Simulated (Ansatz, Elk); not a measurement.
# Bonding as seen by X-rays: TaIn

Structure refinements treat a crystal as free atoms side by side. For a made-up structure of TaIn (cell and positions from a r2SCAN relaxation) the runs below show what the calculated density changes in F(hkl).

Calculated with Elk 11.2.3 (patched build); DFT, PBE, all-electron APW+lo, Dirac cores, scalar-relativistic bands, static density, no spin.

This account leaves out most program logs.

The structure was built from a prototype and need not be the compound's stable phase.

### Step 1. The structure

It takes space group R-3m (No. 166, trigonal). The conventional cell has a = 3.043 Å, b = 3.043 Å, c = 14.768 Å, α = 90.00°, β = 90.00°, γ = 120.00°. Nearest to Ta lie 6 In at 3.02 Å and 6 Ta at 3.04 Å. Nearest to In lie 6 Ta at 3.02 Å and 6 In at 3.04 Å. Farther neighbours are not listed.

### Step 2. Ground state and structure factors

An all-electron density is needed, since X-rays see the cores too. Task 0 finds the density and task 195 Fourier-transforms it; tshift is off so that phases refer to the origin typed.

elk.in reads:

```
tasks
  0
  195

xctype
  20

spinpol
  .false.

rgkmax
  7.0

gmaxvr
  14.0

lmaxo
  7

lmaxapw
  8

swidth
  0.002

tshift
  .false.

ramdisk
  .false.

hmaxvr
  5.5

maxscl
  120

epspot
  1e-06

sppath
  './'

avec
  2.87539046312 1.66010745744 9.30226284003
  -2.87539046312 1.66010745744 9.30226284003
  0.00000000000 -3.32021491628 9.30226283978

atoms
  2
  'Ta.in'
  1
  0.5000000000 0.5000000000 0.5000000000   0.000000 0.000000 0.000000
  'In.in'
  1
  -0.0000000000 0.0000000000 -0.0000000000   0.000000 0.000000 0.000000

ngridk
  9 9 9
```

Run with:

```
$ OMP_NUM_THREADS=4 elk
```

Elapsed: 37 s, on 4 threads of Arm Neoverse N1, shared host; peak memory 0.15 GiB; 1.9 min of CPU time.

SFACRHO.OUT:

```text

h k l indices transformed by vhmat matrix:
   1.000000000       0.000000000       0.000000000    
   0.000000000       1.000000000       0.000000000    
   0.000000000       0.000000000       1.000000000    

      h      k      l  multipl.   |H|            Re(F)            Im(F)           |F|

      0      0      0      1   0.0000000       122.00000      0.40236804E-17   122.00000    
      1      1      1      2  0.67544698      -23.331793      0.24434043E-13   23.331793    
      0      1      0      6   1.2815350      -21.909088      0.75958908E-14   21.909088    
     -1     -1      0      6   1.3395552       100.77559      0.15007829E-13   100.77559    
     -2     -2     -2      2   1.3508940       100.65127      0.44971375E-13   100.65127    
      2      1      1      6   1.5500687       96.706654      0.76137081E-13   96.706654    
      1      2      2      6   1.6908405      -21.294993     -0.67324949E-13   21.294993    
      3      2      2      6   2.0187995      -20.668738     -0.14704258E-12   20.668738    
     -3     -3     -3      2   2.0263409      -20.841490      0.13368720E-12   20.841490    
     -1      1      0      6   2.1851590       85.516134     -0.23515920E-16   85.516134    
     -3     -2     -3      6   2.1990753       85.218996     -0.13571760E-12   85.218996    
      0     -1     -2     12   2.2871704      -20.093561     -0.19191981E-13   20.093561    
      1      1     -1      6   2.5332295      -19.525600      0.28162402E-13   19.525600    
      0      0     -2      6   2.5630700       79.256124     -0.31784083E-13   79.256124    
      3      1      2     12   2.5690143       79.102253     -0.36205106E-13   79.102253    
     -3     -4     -3      6   2.5808616       78.971265     -0.11445799E-12   78.971265    
     -2      0     -2      6   2.6791105       77.414837      0.23660627E-13   77.414837    
      4      4      4      2   2.7017879       77.214925     -0.70662498E-13   77.214925
```

Elk indexes on the primitive cell of elk.in and gives |H| = 4π sin θ/λ in inverse bohr. Below, one row stands for each form hkl of the conventional cell (m members, Friedel mates merged), F is for one primitive cell and the density is static (no thermal factor). Free-atom factors are Waasmaier and Kirfel's, and R is Σm||F|−|F'||/Σm|F|.

```
   hkl   m  sin θ/λ (Å⁻¹)  abs F, DFT  neutral atoms   diff.
   003   2          0.102      23.332         23.239  +0.092
   101   6          0.193      21.909         22.091  -0.182
   012   6          0.201     100.776        101.109  -0.333
   006   2          0.203     100.651        100.890  -0.239
   104   6          0.233      96.707         97.093  -0.386
   015   6          0.254      21.295         21.389  -0.093
   107   6          0.304      20.669         20.728  -0.060
   009   2          0.305      20.841         20.712  +0.130
   110   6          0.329      85.516         85.539  -0.023
   018   6          0.331      85.219         85.298  -0.079
   113  12          0.344      20.094         20.117  -0.023
   021   6          0.381      19.526         19.523  +0.003
   202   6          0.385      79.256         79.240  +0.016
   116  12          0.386      79.102         79.145  -0.043
1 0 10   6          0.388      78.971         78.957  +0.014
   024   6          0.403      77.415         77.418  -0.004
0 0 12   2          0.406      77.215         77.069  +0.146
   205   6          0.415      18.905         18.954  -0.049
0 1 11   6          0.418      18.854         18.913  -0.059
   027   6          0.447      18.309         18.421  -0.112
   119  12          0.448      18.293         18.408  -0.115
   208   6          0.466      71.278         71.301  -0.022
```

### Step 3. The highest occupied states alone

An energy window below the Fermi level keeps the highest occupied states, to see at which angles they scatter; shallow core shells can lie inside it and anion s states outside. No new self-consistency is needed.

Changes to elk.in since step 2:

```diff
@@ -1,3 +1,2 @@
 tasks
-  0
   195
@@ -40,2 +39,5 @@
 
+wsfac
+  -0.213690 0.637550
+
 sppath
```

Run with:

```
$ OMP_NUM_THREADS=4 elk
```

Elapsed: 6.6 s, on 4 threads; peak memory 0.16 GiB.

States within 15 eV below the Fermi level hold 18.00 electrons; any levels below the window count with the cores. Their amplitudes can exceed the total, where window and core parts have opposite phase:

```
hkl  sin θ/λ (Å⁻¹)  abs F, window  abs F, all
003          0.102          7.380      23.332
101          0.193          6.029      21.909
012          0.201          6.547     100.776
006          0.203          6.579     100.651
104          0.233          5.233      96.707
015          0.254          4.402      21.295
107          0.304          3.235      20.669
009          0.305          3.017      20.841
110          0.329          2.851      85.516
018          0.331          2.760      85.219
```

### Step 4. Another functional

The difference from free atoms is small, so it is set against the change that LDA (Perdew-Wang) makes.

Changes to elk.in since step 3:

```diff
@@ -1,2 +1,3 @@
 tasks
+  0
   195
@@ -4,3 +5,3 @@
 xctype
-  20
+  3
 
@@ -39,5 +40,2 @@
 
-wsfac
-  -0.213690 0.637550
-
 sppath
```

Run with:

```
$ OMP_NUM_THREADS=4 elk
```

The job ended after 25 s (4 threads; peak memory 0.16 GiB; 79 s of CPU time).

Against the first run R = 0.02 %; the largest change is -0.039 at 110.

### Step 5. A coarser k-mesh

About half the k-points along each axis test the sampling.

Changes to elk.in since step 4:

```diff
@@ -5,3 +5,3 @@
 xctype
-  3
+  20
 
@@ -58,2 +58,2 @@
 ngridk
-  9 9 9
+  4 4 4
```

Run with:

```
$ OMP_NUM_THREADS=4 elk
```

Run time: 17 s. Hardware: 4 threads; peak memory 0.16 GiB.

Against the first run R = 0.01 %; the largest change is +0.023 at 104.

### Step 6. Basis size

The basis and the expansions that go with it are enlarged, to see whether the differences are converged.

Changes to elk.in since step 5:

```diff
@@ -11,12 +11,12 @@
 rgkmax
-  7.0
+  8.5
 
 gmaxvr
-  14.0
+  18.0
 
 lmaxo
-  7
+  9
 
 lmaxapw
-  8
+  10
 
@@ -58,2 +58,2 @@
 ngridk
-  4 4 4
+  9 9 9
```

Run with:

```
$ OMP_NUM_THREADS=4 elk
```

It took 78 s on 4 threads; peak memory 0.23 GiB.

Against the first run R = 0.00 %; the largest change is -0.011 at 116.

### Step 7. Settings against the effect

```
                              run  R against the first run (%)  R against neutral atoms, low angle (%)  wall time
                    PBE, rgkmax 7                         0.00                                    0.39       37 s
                LDA (Perdew-Wang)                         0.02                                    0.38       25 s
                     k-mesh 4×4×4                         0.01                                    0.38       17 s
rgkmax 8.5 with larger expansions                         0.00                                    0.39       78 s
```

### Step 8. Summary of results

| Property | Result |
| --- | --- |
| R against neutral atoms, sin θ/λ < 0.3 Å⁻¹ | 0.39 % |
| R against neutral atoms, 0.3 to 0.82 Å⁻¹ | 0.19 % |

**Reading.** Independent neutral atoms miss the calculated amplitudes by R = 0.39 % below 0.3 Å⁻¹ and 0.19 % from there to 0.82 Å⁻¹; by shells, 0.40 % below 0.15 Å⁻¹ (1 form), 0.39 % 0.15 to 0.3 (5 forms), 0.11 % 0.3 to 0.45 (15 forms), 0.21 % above 0.45 (69 forms). Bonding, aspherical density and the tables' own atoms all enter these figures, and the runs don't part them. The largest change of an amplitude is -0.39 electrons, at 104. The window's part falls from 18.0 electrons at the origin to at most 0.69 between 0.45 and 0.82 Å⁻¹. The window holds more than the 8 outer electrons of the free atoms, so shallow core shells lie inside it. Below 0.3 Å⁻¹ the changes that finished (LDA (Perdew-Wang), k-mesh 4×4×4 and rgkmax 8.5 with larger expansions) move F by R = 0.02 % at most, against the 0.39 % that separates it from free atoms. Spin-orbit coupling is left out, which can matter for elements this heavy. Part of the difference isn't bonding: the tables are fits to free atoms and ions calculated by other methods than this functional. Thermal motion, anomalous dispersion and extinction are left out.

[Logs are printed without paths, hosts, clocks, repeated set-up lines and the standing remarks that a program may print on its own settings, such as how far it seeks lower states.]

[Hosts, paths, dates, database ids (printed as entryN), source tags and the programs' standing remarks are cut or masked in the printed files.]
